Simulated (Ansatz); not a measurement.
**Y (P6_3/mmc, 2 atoms in the cell) under uniaxial strain along c**

Aim: how do the optical modes of Y (P6_3/mmc, 2 atoms in the cell) shift and split under this strain?

Method: DFT LDA, scalar-relativistic, plane waves, PAW; PAW set soft_1, in Ansatz 0.2.0.

Most raw output is cut from this account.

**1. The structure**

It takes space group P6_3/mmc (No. 194, hexagonal). Conventional cell: a = 3.647 Å, b = 3.647 Å, c = 5.731 Å, α = 90.00°, β = 90.00°, γ = 120.00°. Nearest to Y lie 12 Y at 3.56 to 3.65 Å.

Coordinates:

```
Y
1.0
     3.64740    0.00000    0.00000
    -1.82370    3.15874    0.00000
     0.00000    0.00000    5.73060
Y
2
Cartesian
  0.0000 2.1058 1.4326
  1.8237 1.0529 4.2980
```

**2. Bringing the structure to rest**

Harmonic phonons are second derivatives at a point where the forces vanish, and they are wanted at zero stress, so atoms and cell are relaxed first.

Contents of input.yaml:

```yaml
crystal:
  lattice:
    - [3.6474, 0.0, 0.0]
    - [-1.8237, 3.1587410578, 0.0]
    - [0.0, 0.0, 5.7306]
  atoms:
    - { symbol: "Y", position: [0.33333333, 0.66666667, 0.25] }
    - { symbol: "Y", position: [0.66666667, 0.33333333, 0.75] }
kpoints:
  mp_grid: { grid: [15, 15, 8] }
hamiltonian:
  xc: lda
  pseudopotentials: { kind: paw, azcp: { folder: soft_1 }, xc_functional: pbe }
scf:
  occupations: { method: gaussian, width: 0.1 }
output:
  forces: true
  stress: true
  eigenvalues: true
  write_density: true
  write_potential: true
  elf: true
  volumetric_format: npy
relax:
  adjacent_minimum: "off"
  f_tol: 0.005
  max_steps: 80
  cell: { stress_tol: 0.05 }
```

The run is started by

```bash
> ansatz run input.yaml --threads 4 --pin off --max-ram 10240MiB --backend cpu --events-out ev --progress --plain --runs-dir out
```

Run time: 16 s. Hardware: 4 threads of AMD EPYC (Zen 3), shared host; peak memory 0.47 GiB.

The steps of the relaxation:

```
step  energy less that of the first step (eV)  largest force component (eV/Å)  pressure (GPa)  volume (Å³)
   1                                   0.0000                          0.0000           -3.83        66.02
   2                                  -0.0800                          0.0000            0.05        59.78
   3                                  -0.0800                          0.0000            0.00        59.86
  4*                                  -0.0798                          0.0000            0.00        59.86
```

Relaxation steps marked * repeat the geometry before them on a plane-wave basis chosen anew for their cell, so energy and pressure can jump there.

Forces are held to the 24 operations that the run works with; a distortion that breaks them can't arise in this run.

```
conventional cell, symmetrised  before  after  change
                         a (Å)   3.647  3.543  -2.9 %
                         b (Å)   3.647  3.543  -2.9 %
                         c (Å)   5.731  5.506  -3.9 %
              volume (Å³/atom)   33.01  29.93  -9.3 %
```

The relaxed structure:

```cif
data_structure
_symmetry_space_group_name_H-M 'P 1'
_symmetry_Int_Tables_number 1
_cell_length_a 3.5430
_cell_length_b 3.5430
_cell_length_c 5.5063
_cell_angle_alpha 90.000
_cell_angle_beta 90.000
_cell_angle_gamma 120.000
_cell_volume 59.86
loop_
_atom_site_label
_atom_site_type_symbol
_atom_site_fract_x
_atom_site_fract_y
_atom_site_fract_z
_atom_site_occupancy
Y1 Y 0.33333 0.66667 0.25000 1
Y2 Y 0.66667 0.33333 0.75000 1
```

Numbers from this step:

| Quantity | Value |
| --- | --- |
| pressure | -0.002069 GPa |
| volume per atom | 29.93 Å³ |
| gap on the k-mesh | 0 eV |

Valence density in the ac plane at fractional y = 0.333, with atoms of Y within 0.2 Å of it. It is the smooth field of the valence electrons, not physical close to the nuclei.

Ten even steps from '_' (0.1 e/Å³) to '@' (3.4 e/Å³), each cell a mean:
```
____________________________
______________..::::::..____
____________..--++****==..__
____________::**@@@@@@##==..
____________--%%@@%%@@@@++..
____________--%%@@@@@@@@++..
____________..++%%@@@@**--..
______________::==++++--..__
________________..::....____
____________________________
____________________________
____________________________
____________________________
____________________________
____________________________
____..______________________
____________________________
____________________________
____________________________
____________________________
____________________________
```
Columns run along a (3.5 Å), rows up along c (5.5 Å). Atoms in or near the plane, at fractional coordinates: Y at (0.67, 0.75).

ELF in the ac plane at fractional y = 0.333, with atoms of Y within 0.2 Å of it. It is the smooth field of the valence electrons, not physical close to the nuclei.

Ten even steps from '_' (0.13) to '@' (0.84), each cell a mean:
```
..--====::______..::..______
__::==--..____--**####==::__
__..--::____--%%@@@@@@%%**..
____....__::##@@@@%%%%@@@@==
____..____--%%@@%%++**@@@@**
____..____--%%@@%%++**@@@@++
____::..__..**@@@@@@@@@@%%--
__..--::____::##@@@@@@%%++..
__::==--..____::++**++--..__
::--==--::..______..________
::::::::::..................
__________..::--======--::..
____________..==**##**++::__
____....______--**####==..__
__::--::..____::++##**==..__
..::==--..____::++##**--..__
__..::::..____::++##**==..__
____..________--**####==..__
____________..==++****==::..
..______....::----------::..
::::::::::..................
```
Columns run along a (3.5 Å), rows up along c (5.5 Å). Atoms in or near the plane, at fractional coordinates: Y at (0.67, 0.75).

Electrostatic potential energy in the ac plane at fractional y = 0.333, with atoms of Y within 0.2 Å of it. With pseudopotentials it is smooth inside the atoms' cores, unlike the true potential.

Ten even steps from '_' (-46 eV) to '@' (12 eV), each cell a mean:
```
@@@@@@@@@@@@@@%%%%%%%%%%@@@@
@@@@@@@@@@@@%%##++++++**%%%%
@@@@@@@@@@%%##==::..::--**%%
%%@@@@@@@@%%++..______..--**
%%@@@@@@%%##==__________::**
%%@@@@@@@@##==__________::**
%%@@@@@@@@%%**::______..==##
@@@@@@@@@@%%##++--::::==**%%
@@@@@@@@@@@@%%##******##%%@@
@@@@@@@@@@@@@@@@%%%%%%@@@@@@
@@@@@@@@@@@@@@@@@@@@@@@@@@@@
@@@@@@@@@@@@@@@@@@@@@@@@@@@@
@@@@%%%%@@@@@@@@@@@@@@@@@@@@
%%%%%%%%%%@@@@@@@@@@@@@@@@@@
%%######%%%%@@@@@@@@@@@@@@@@
%%######%%%%@@@@@@@@@@@@@@@@
%%%%####%%%%@@@@@@@@@@@@@@@@
%%%%%%%%%%@@@@@@@@@@@@@@@@@@
@@@@@@@@@@@@@@@@@@@@@@@@@@@@
@@@@@@@@@@@@@@@@@@@@@@@@@@@@
@@@@@@@@@@@@@@@@@@@@@@@@@@@@
```
Columns run along a (3.5 Å; values clipped at the 3rd and 97th percentile), rows up along c (5.5 Å). Atoms in or near the plane, at fractional coordinates: Y at (0.67, 0.75).

In this step the volume went from 33.01 to 29.93 Å³/atom.

**3. Bringing the structure to rest**

The relaxation is repeated from its end on the same settings, as a check that it has come to rest.

input.yaml, the sections that differ from step 2:

```yaml
crystal:
  lattice:
    - [3.5430235188, 0.0, 0.0]
    - [-1.7715117594, 3.0683483735, 0.0]
    - [0.0, 0.0, 5.5062951242]
  atoms:
    - { symbol: "Y", position: [0.3333333333, 0.6666666667, 0.25] }
    - { symbol: "Y", position: [0.6666666667, 0.3333333333, 0.75] }
output:
  forces: true
  stress: true
  eigenvalues: true
# kpoints, hamiltonian, scf, relax: as in step 2
```

Wall time 7 s (4 threads); peak memory 0.44 GiB.

Little changed from the start: no atom moved by 0.005 Å and no cell edge by 0.1 %.

Numbers from this step:

```yaml
pressure: -0.002070 GPa
```

In this step the volume went from 29.93 to 29.93 Å³/atom.

**4. Tight relaxation**

Phonons need small forces and stress, so the relaxation is finished with tight tolerances on 15×15×8 k points.

input.yaml: that of step 3 with these lines changed.

```diff
@@ -14,3 +14,3 @@
 scf:
-  occupations: { method: gaussian, width: 0.1 }
+  occupations: { method: methfessel_paxton, width: 0.2 }
 output:
@@ -21,4 +21,4 @@
   adjacent_minimum: "off"
-  f_tol: 0.005
-  max_steps: 80
-  cell: { stress_tol: 0.05 }
+  f_tol: 0.001
+  max_steps: 60
+  cell: { stress_tol: 0.01 }
```

Wall time 11 s (4 threads); peak memory 0.44 GiB; 31 s of CPU time.

Little changed from the start: no atom moved by 0.005 Å and no cell edge by 0.1 %.

Numbers from this step:

| Property | Result |
| --- | --- |
| pressure | 0.001948 GPa |
| volume per atom | 29.91 Å³ |

The forces vanish by symmetry and the pressure is 0.002 GPa, within the tolerances set. The cell now holds 29.91 Å³/atom.

**5. Modes at rest**

The force constants come from the linear response of the density to a displacement.

The modes at rest are the reference of the series.

input.yaml, the sections that differ from step 4:

```yaml
crystal:
  lattice:
    - [3.5423334127, 0.0, 0.0]
    - [-1.7711667064, 3.0677507241, 0.0]
    - [0.0, 0.0, 5.5055929326]
  atoms:
    - { symbol: "Y", position: [0.3333333333, 0.6666666667, 0.25] }
    - { symbol: "Y", position: [0.6666666667, 0.3333333333, 0.75] }
output:
  eigenvalues: true
phonons:
  method: dfpt
# kpoints, hamiltonian, scf: as in step 4
# relax: removed
```

The job ended after 35 s (4 threads; peak memory 1.1 GiB).

This step gave:

| Property | Result |
| --- | --- |
| sum-rule residual before enforcement | 2.95e-5 eV/Å² |
| point group | 6/mmm |
| highest optical mode at the zone centre (no LO-TO term) | 153.1 cm⁻¹ |
| lowest optical zone-centre mode | 89.04 cm⁻¹ |

Patterns of degenerate modes are one choice out of their space. Modes at Γ:

```
mode  frequency (cm⁻¹)  symmetry
   1               0.0  acoustic
   2               0.0  acoustic
   3               0.0  acoustic
   4              89.0       E2g
   5              89.0       E2g
   6             153.1       B1g
```

Displacements in mode 5 (89.0 cm⁻¹), the largest set to 1:
```
Y1   0.00 -1.00  0.00
Y2   0.00  1.00  0.00
```

Displacements in mode 6 (153.1 cm⁻¹), the largest set to 1:
```
Y1   0.00  0.00  1.00
Y2   0.00  0.00 -1.00
```

Before it was imposed, the acoustic sum rule was missed by 2.9e-5 eV/Å². Small misses are needed for a sound result but don't prove that mesh and cutoff are converged. The lowest optical mode is real, 89.0 cm⁻¹.

**6. A member of the series: uniaxial strain of +4 % along c**

The cell takes a uniaxial strain of +4 % along c. The strained length and the angles are held, while the rest of the cell and the atoms relax.

input.yaml, the sections that differ from step 5:

```yaml
crystal:
  lattice:
    - [3.5129292229, 0.0, 0.0]
    - [-1.7564646114, 3.0422859487, 0.0]
    - [0.0, 0.0, 5.7258166499]
  atoms:
    - { symbol: "Y", position: [0.3333333331, 0.6666666669, 0.25] }
    - { symbol: "Y", position: [0.6666666669, 0.3333333331, 0.75] }
output:
  forces: true
  stress: true
  eigenvalues: true
relax:
  adjacent_minimum: "off"
  f_tol: 0.001
  max_steps: 60
  cell: { stress_tol: 0.01, fix: [c, angles] }
# kpoints, hamiltonian, scf: as in step 5
# phonons: removed
```

Run time: 27 s. Hardware: 4 threads; peak memory 0.59 GiB; 94 s of CPU time.

Relaxation path:

```
step  energy less that of the first step (eV)  largest force component (eV/Å)  pressure (GPa)  volume (Å³)
   1                                   0.0000                          0.0000           -1.09        61.19
   2                                  -0.0003                          0.0000           -0.90        60.90
   3                                  -0.0003                          0.0000           -0.87        60.85
  4*                                  -0.0003                          0.0000           -0.87        60.85
```

Relaxation steps marked * repeat the geometry before them on a plane-wave basis chosen anew for their cell, so energy and pressure can jump there.

```
conventional cell, symmetrised  before  after  change
                         a (Å)   3.513  3.503  -0.3 %
                         b (Å)   3.513  3.503  -0.3 %
                         c (Å)   5.726  5.726  -0.0 %
              volume (Å³/atom)   30.60  30.43  -0.6 %
```

Final coordinates:

```
Y
1.0
     3.50314    0.00000    0.00000
    -1.75157    3.03380    0.00000
     0.00000    0.00000    5.72582
Y
2
Direct
  0.33333 0.66667 0.25000
  0.66667 0.33333 0.75000
```

Numbers from this step:

| Property | Result |
| --- | --- |
| pressure | -0.8716 GPa |
| volume per atom | 30.43 Å³ |

The forces vanish by symmetry.

The cell shrank by 0.6 % in volume.

**7. Zone-centre modes of the member: uniaxial strain of +4 % along c**

The zone-centre modes follow for uniaxial strain of +4 % along c.

input.yaml, the sections that differ from step 6:

```yaml
crystal:
  lattice:
    - [3.5031358204, 0.0, 0.0]
    - [-1.7515679102, 3.0338046134, 0.0]
    - [0.0, 0.0, 5.7258166499]
  atoms:
    - { symbol: "Y", position: [0.3333333322, 0.6666666678, 0.25] }
    - { symbol: "Y", position: [0.6666666678, 0.3333333322, 0.75] }
output:
  eigenvalues: true
phonons:
  method: dfpt
# kpoints, hamiltonian, scf: as in step 6
# relax: removed
```

It took 41 s on 4 threads; peak memory 1.1 GiB; 2 min of CPU time.

Numbers from this step:

- sum-rule residual before enforcement: 2.14e-5 eV/Å²
- highest optical mode at the zone centre (no LO-TO term): 123.6 cm⁻¹
- lowest optical zone-centre mode: 78.25 cm⁻¹

Patterns of degenerate modes are one choice out of their space. Modes at Γ:

```
mode  frequency (cm⁻¹)  symmetry
   1               0.0  acoustic
   2               0.0  acoustic
   3               0.0  acoustic
   4              78.2       E2g
   5              78.2       E2g
   6             123.6       B1g
```

The lowest optical mode is real, 78.2 cm⁻¹, and the highest lies at 123.6 cm⁻¹.

For the highest optical mode at the zone centre (no LO-TO term), step 5 gave 153 cm⁻¹; this run, with strain 4 %, gives 124 cm⁻¹ (-19 %).

**8. A member of the series: uniaxial strain of -4 % along c**

The cell takes a uniaxial strain of -4 % along c. The strained length and the angles are held, while the rest of the cell and the atoms relax.

input.yaml, the sections that differ from step 7:

```yaml
crystal:
  lattice:
    - [3.5705082005, 0.0, 0.0]
    - [-1.7852541003, 3.092150806, 0.0]
    - [0.0, 0.0, 5.2853692154]
  atoms:
    - { symbol: "Y", position: [0.3333334292, 0.6666665708, 0.25] }
    - { symbol: "Y", position: [0.6666665708, 0.3333334292, 0.75] }
output:
  forces: true
  stress: true
  eigenvalues: true
relax:
  adjacent_minimum: "off"
  f_tol: 0.001
  max_steps: 60
  cell: { stress_tol: 0.01, fix: [c, angles] }
# kpoints, hamiltonian, scf: as in step 7
# phonons: removed
```

Run time: 23 s. Hardware: 4 threads; peak memory 0.57 GiB.

[end of part 1 of 2]

[Logs are printed without paths, hosts, clocks, repeated set-up lines and the standing remarks that a program may print on its own settings, such as how far it seeks lower states.]

[Hosts, paths, dates, database ids (printed as entryN), source tags and the programs' standing remarks are cut or masked in the printed files.]
